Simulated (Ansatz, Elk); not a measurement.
## How far do independent atoms describe Ca2Ir?

The structure of Ca2Ir used here is made up (a known structure type with other elements) and was relaxed beforehand with PBE. The aim is the Fourier transform of its all-electron density, F(hkl), set beside the sum over free spherical atoms that refinements use.

Program: Elk 11.2.3 (patched build). Level of theory: DFT, PBE, all-electron APW+lo, Dirac cores, scalar-relativistic bands, static density, no spin. Results are calculated unless marked as measured.

The structure was built from a prototype and need not be the compound's stable phase.

**1. The starting structure**

Symmetry: P6/mmm, No. 191, hexagonal system. The conventional cell has a = 4.913 Å, b = 4.913 Å, c = 3.133 Å, α = 90.00°, β = 90.00°, γ = 120.00°. Nearest to Ir lie 2 Ir at 3.13 Å and 12 Ca at 3.24 Å. Nearest to Ca lie 5 Ca at 2.84 to 3.13 Å and 6 Ir at 3.24 Å. Farther neighbours are not listed.

**2. Ground state and structure factors**

An all-electron density is needed, since X-rays see the cores too. Task 0 finds the density and task 195 Fourier-transforms it; tshift is off so that phases refer to the origin typed.

Contents of elk.in:

```
tasks
  0
  195

xctype
  20

spinpol
  .false.

rgkmax
  7.0

gmaxvr
  14.0

lmaxo
  7

lmaxapw
  8

swidth
  0.002

tshift
  .false.

ramdisk
  .false.

hmaxvr
  5.5

maxscl
  120

epspot
  1e-06

sppath
  './'

avec
  9.28386386890 0.00000000000 0.00000000000
  -4.64193193445 8.04006195575 0.00000000000
  0.00000000000 0.00000000000 5.91976503510

atoms
  2
  'Ir.in'
  1
  0.0000000000 -0.0000000000 0.0000000000   0.000000 0.000000 0.000000
  'Ca.in'
  2
  0.6666666667 0.3333333333 0.5000000000   0.000000 0.000000 0.000000
  0.3333333333 0.6666666667 0.5000000000   0.000000 0.000000 0.000000

ngridk
  5 5 7
```

Command:

```sh
$ OMP_NUM_THREADS=4 elk
```

Numbers of over 12 decimals in the logs are rounded to 6 here.

Output:

```text
┌─────────────────────────┐
│ Elk code version 11.2.3 │
└─────────────────────────┘

All units are atomic (Hartree, Bohr, etc.)

┌─────────────────────────────────────────────────┐
│ Ground-state run starting from atomic densities │
└─────────────────────────────────────────────────┘

Lattice vectors :
   9.283863869       0.000000000       0.000000000
  -4.641931934       8.040061956       0.000000000
   0.000000000       0.000000000       5.919765035

Reciprocal lattice vectors :
  0.6767855923      0.3907423439      -0.000000000
   0.000000000      0.7814846878       0.000000000
   0.000000000      -0.000000000       1.061390996

Unit cell volume      :    441.8680785
Brillouin zone volume :   0.5613671264

Muffin-tin inner radius fraction :   0.1000000000E-01

Nuclei treated as point charges

Species : 1 (Ir)
 parameters loaded from : Ir.in
 name : iridium
 nuclear charge    :   -77.00000000
 electronic charge :    77.00000000
 atomic mass :    350390.1562
 muffin-tin radius :    2.800000000
 number of radial points in muffin-tin :   1393
 inner part over the whole radius :   0.9964929683E-02
 number on inner part of muffin-tin    :   1000
 approximate nuclear radius :   0.1024342351E-03
 number of mesh points to nuclear radius :    522
 atomic positions (lattice), magnetic fields (Cartesian) :
  1 :   0.00000000  0.00000000  0.00000000    0.00000000  0.00000000  0.00000000

Species : 2 (Ca)
 parameters loaded from : Ca.in
 name : calcium
 nuclear charge    :   -20.00000000
 electronic charge :    20.00000000
 atomic mass :    73057.72475
 muffin-tin radius :    2.400000000
 number of radial points in muffin-tin :    993
 inner part over the whole radius :   0.9970789793E-02
 number on inner part of muffin-tin    :    698
 approximate nuclear radius :   0.6614485811E-04
 number of mesh points to nuclear radius :    321
 atomic positions (lattice), magnetic fields (Cartesian) :
  1 :  -0.33333333  0.33333333  0.50000000    0.00000000  0.00000000  0.00000000
  2 :   0.33333333 -0.33333333  0.50000000    0.00000000  0.00000000  0.00000000

Total number of atoms per unit cell :    3
Total muffin-tin volume :    207.7639942
 ratio of muffin-tin to unit cell volume :   0.4701946221

Spin treatment :
 spin-unpolarised

Number of Bravais lattice symmetries :   24
Number of crystal symmetries         :   24
Crystal has inversion symmetry
Real symmetric eigensolver will be used

k-point grid :      5     5     7
k-point offset :    0.000000000       0.000000000       0.000000000
k-point set is reduced with full crystal symmetry group
Total number of k-points :       20

Muffin-tin radius times maximum |G+k| :    7.000000000
 using average radius
Maximum |G+k| for APW functions       :    2.763157895
Maximum (1/2)|G+k|²                   :    3.817520776
Maximum |G| for potential and density :    14.00000000
Constant for pseudocharge density :   10
 order of it for each species :   17  17
 order of it for pair densities of each species (exact exchange by exxq0 0: 18) :   12   8
Radial integration step length :    1

G-vector grid sizes :     42    42    27
Number of G-vectors :    20589

Maximum angular momentum used for
 APW functions            :    8
 outer part of muffin-tin :    7
 inner part of muffin-tin :    2

Total nuclear charge    :   -117.0000000
Total core charge       :    68.00000000
Total valence charge    :    49.00000000
Total excess charge     :    0.000000000
Total electronic charge :    117.0000000

Effective Wigner radius, rₛ :   0.9660643422

Number of empty states         :     12
Total number of valence states :     37
Total number of core states    :     68

Third-order local-orbitals added for an l without core states : T
Total number of local-orbitals :     54

Exchange-correlation functional :     20     0     0
 Perdew-Burke-Ernzerhof, Phys. Rev. Lett. 77, 3865 (1996)
 gradient requirement :    1
 generalised gradient approximation (GGA)

Smearing type :    3
 Fermi-Dirac
Smearing width :   0.2000000000E-02
[...]
exchange                    :     -415.23829714443
 correlation                 :     -6.363445
 electron entropic           :    -0.63454856088557E-03
 total energy                :     -19219.402801002

Density of states at Fermi energy :    46.65559324
 (states/Hartree/unit cell)

Estimated indirect band gap :   0.5843740424E-02
 from k-point 13 to k-point 20
Estimated direct band gap   :   0.1659400701E-01
 at k-point 15

Charges :
 core                        :    68.00000000
 valence                     :    49.00000000
 interstitial                :    4.128895395
 muffin-tins (core leakage)
  species : 1 (Ir)
   atom 1                    :    76.32580400     (  0.2591771525E-03)
  species : 2 (Ca)
   atom 1                    :    18.27265030     ( -0.1985920921E-06)
   atom 2                    :    18.27265030     ( -0.1985920921E-06)
 total in muffin-tins        :    112.8711046
 total calculated charge     :    116.9994910
 total charge                :    117.0000000
 error                       :   0.5090476803E-03

RMS change in Kohn-Sham potential (target) :   0.2454358621     (  0.1000000000E-05)
Absolute change in total energy (target)   :   0.1405414356E-01 (  0.1000000000E-03)

[... loops 3 to 14 left out ...]

┌──────────────────┐
│ Loop number : 15 │
└──────────────────┘

Energies :
 Fermi                       :     0.240832
 sum of occupied eigenvalues :     -11759.249017496
 electron kinetic            :      21725.590326121
 core electron kinetic       :      20870.369880497
 Coulomb                     :     -40522.897244721
 Coulomb potential           :     -32934.152261685
 nuclear-nuclear             :     -1535.8416800228
 electron-nuclear            :     -45070.990108017
 Hartree                     :      6083.9345433184
 Madelung                    :     -24055.821113879
 xc potential                :     -550.68708193168
 exchange                    :     -415.23017149583
 correlation                 :     -6.365084
 electron entropic           :    -0.11749622950313E-02
 total energy                :     -19218.903348674

Density of states at Fermi energy :    92.44651938
 (states/Hartree/unit cell)

Estimated indirect band gap :   0.1875632633E-02
 from k-point 18 to k-point 20
Estimated direct band gap   :   0.1899379407E-02
 at k-point 18

Charges :
 core                        :    68.00000000
 valence                     :    49.00000000
 interstitial                :    4.262462516
 muffin-tins (core leakage)
  species : 1 (Ir)
[...]
species : 2 (Ca)
[...]
total in muffin-tins        :    112.7375375
 total calculated charge     :    116.9995147
 total charge                :    117.0000000
 error                       :   0.4852862165E-03

RMS change in Kohn-Sham potential (target) :   0.8019535434E-06 (  0.1000000000E-05)
Absolute change in total energy (target)   :   0.4362922846E-04 (  0.1000000000E-03)

Convergence targets achieved

┌──────────────────┐
│ Loop number : 16 │
└──────────────────┘

Energies :
 Fermi                       :     0.240832
 sum of occupied eigenvalues :     -11759.249026290
 electron kinetic            :      21725.590338640
 core electron kinetic       :      20870.369884672
 Coulomb                     :     -40522.897252327
 Coulomb potential           :     -32934.152251994
 nuclear-nuclear             :     -1535.8416800228
 electron-nuclear            :     -45070.990134586
 Hartree                     :      6083.9345622816
 Madelung                    :     -24055.821126330
 xc potential                :     -550.68711293607
 exchange                    :     -415.23017205701
 correlation                 :     -6.365084
 electron entropic           :    -0.11749613760108E-02
 total energy                :     -19218.903344335

Density of states at Fermi energy :    92.44642527
 (states/Hartree/unit cell)

Estimated indirect band gap :   0.1875649952E-02
 from k-point 18 to k-point 20
Estimated direct band gap   :   0.1899394383E-02
 at k-point 18

Charges :
 core                        :    68.00000000
 valence                     :    49.00000000
 interstitial                :    4.262462106
 muffin-tins (core leakage)
  species : 1 (Ir)
   atom 1                    :    76.17297595     (  0.2475516833E-03)
  species : 2 (Ca)
   atom 1                    :    18.28228097     ( -0.1986125255E-06)
   atom 2                    :    18.28228097     ( -0.1986125255E-06)
 total in muffin-tins        :    112.7375379
 total calculated charge     :    116.9995147
 total charge                :    117.0000000
 error                       :   0.4852859993E-03

┌──────────────────────────────┐
│ Self-consistent loop stopped │
└──────────────────────────────┘

Warning : core states of species 1 leak from the muffin-tin :   0.2475516833E-03

Wrote STATE.OUT
```

Run time: 21 s. Hardware: 4 threads of Intel Xeon Platinum 8259CL at 2.50GHz (Skylake/Cascade Lake), shared host; peak memory 0.16 GiB; 48 s of CPU time.

SFACRHO.OUT:

```text

h k l indices transformed by vhmat matrix:
   1.000000000       0.000000000       0.000000000    
   0.000000000       1.000000000       0.000000000    
   0.000000000       0.000000000       1.000000000    

      h      k      l  multipl.   |H|            Re(F)            Im(F)           |F|

      0      0      0      1   0.0000000       117.00000      0.46413189E-16   117.00000    
      0      1      0      6  0.78148469       54.991502      0.30660757E-14   54.991502    
      0      0     -1      2   1.0613910       37.385291      0.99255134E-14   37.385291    
     -1      0     -1     12   1.3180551       79.581623     -0.30660757E-14   79.581623    
     -2      1      0      6   1.3535712       93.151470      0.16330588E-15   93.151470    
     -2      0      0      6   1.5629694       48.844778      0.15330379E-14   48.844778    
     -2      1     -1     12   1.7200889       35.043619      0.13624967E-13   35.043619    
      0      2     -1     12   1.8892920       70.949944     -0.61321514E-14   70.949944    
      2      1      0     12   2.0676141       45.425638      0.76651893E-14   45.425638    
      0      0     -2      2   2.1227820       78.890784     -0.14349723E-13   78.890784    
     -1      1     -2     12   2.2620614       44.186820      0.15330379E-14   44.186820    
      2     -3     -1     24   2.3241297       65.019721      0.15330379E-14   65.019721    
     -3      0      0      6   2.3444541       75.236028      0.93898569E-14   75.236028    
      1     -2      2     12   2.5176096       72.646454      0.25197873E-14   72.646454    
     -3      3      1     12   2.5735220       32.264902      0.23594411E-14   32.264902    
      2     -2      2     12   2.6361101       41.771777     -0.30660757E-14   41.771777    
     -4      2      0      6   2.7071424       69.841206      0.16041602E-17   69.841206    
      3      1      0     12   2.8176831       40.577795      0.30660757E-14   40.577795
```

Elk indexes on the primitive cell of elk.in and gives |H| = 4π sin θ/λ in inverse bohr. Below, one row stands for each form hkl of the conventional cell (m members, Friedel mates merged), F is for one primitive cell and the density is static (no thermal factor). Free-atom factors are Waasmaier and Kirfel's, and R is Σm||F|−|F'||/Σm|F|.

```tsv
hkl	m	sin θ/λ (Å⁻¹)	abs F, DFT	neutral atoms	diff.
100	6	0.117	54.992	54.864	+0.128
001	2	0.160	37.385	37.472	-0.087
101	12	0.198	79.582	79.683	-0.101
110	6	0.203	93.151	93.327	-0.176
200	6	0.235	48.845	49.146	-0.301
111	12	0.259	35.044	35.265	-0.221
201	12	0.284	70.950	70.986	-0.036
210	12	0.311	45.426	45.564	-0.138
002	2	0.319	78.891	78.964	-0.073
102	12	0.340	44.187	44.248	-0.061
211	24	0.349	65.020	65.034	-0.015
300	6	0.353	75.236	75.311	-0.075
112	12	0.379	72.647	72.642	+0.004
301	12	0.387	32.265	32.316	-0.052
202	12	0.396	41.772	41.784	-0.013
220	6	0.407	69.841	69.909	-0.067
310	12	0.424	40.578	40.615	-0.037
221	12	0.437	30.937	30.980	-0.043
```

**3. The highest occupied states alone**

An energy window below the Fermi level keeps the highest occupied states, to see at which angles they scatter; shallow core shells can lie inside it and anion s states outside. No new self-consistency is needed.

elk.in: that of step 2 with these lines changed.

```diff
@@ -1,3 +1,2 @@
 tasks
-  0
   195
@@ -40,2 +39,5 @@
 
+wsfac
+  -0.310410 0.540830
+
 sppath
```

Command:

```sh
$ OMP_NUM_THREADS=4 elk
```

Output:

```text
┌─────────────────────────────────┐
│ Elk code version 11.2.3 started │
└─────────────────────────────────┘

Info(readinput): the functional depends on the density's gradient
 muffin-tin radial points multiplied by    2.00000
 (not where nrmtscf is given)

┌────────────────────┐
│ Current task : 195 │
└────────────────────┘

Info(sfacrho): density structure factors written to SFACRHO.OUT

 Energy window :  -0.3104100000      0.5408300000

┌──────────────────┐
│ Elk code stopped │
└──────────────────┘
```

Run time: 8.5 s. Hardware: 4 threads; peak memory 0.16 GiB; 11 s of CPU time.

States within 15 eV below the Fermi level hold 13.00 electrons; any levels below the window count with the cores. Their amplitudes can exceed the total, where window and core parts have opposite phase:

```tsv
hkl	sin θ/λ (Å⁻¹)	abs F, window	abs F, all
100	0.117	5.548	54.992
001	0.160	3.920	37.385
101	0.198	2.662	79.582
110	0.203	2.442	93.151
200	0.235	1.502	48.845
111	0.259	1.045	35.044
201	0.284	0.995	70.950
210	0.311	0.409	45.426
002	0.319	0.595	78.891
102	0.340	0.203	44.187
```

(Part 1 of 2 ends here.)

[Logs are printed without paths, hosts, clocks, repeated set-up lines and the standing remarks that a program may print on its own settings, such as how far it seeks lower states.]

[Hosts, paths, dates, database ids (printed as entryN), source tags and the programs' standing remarks are cut or masked in the printed files.]
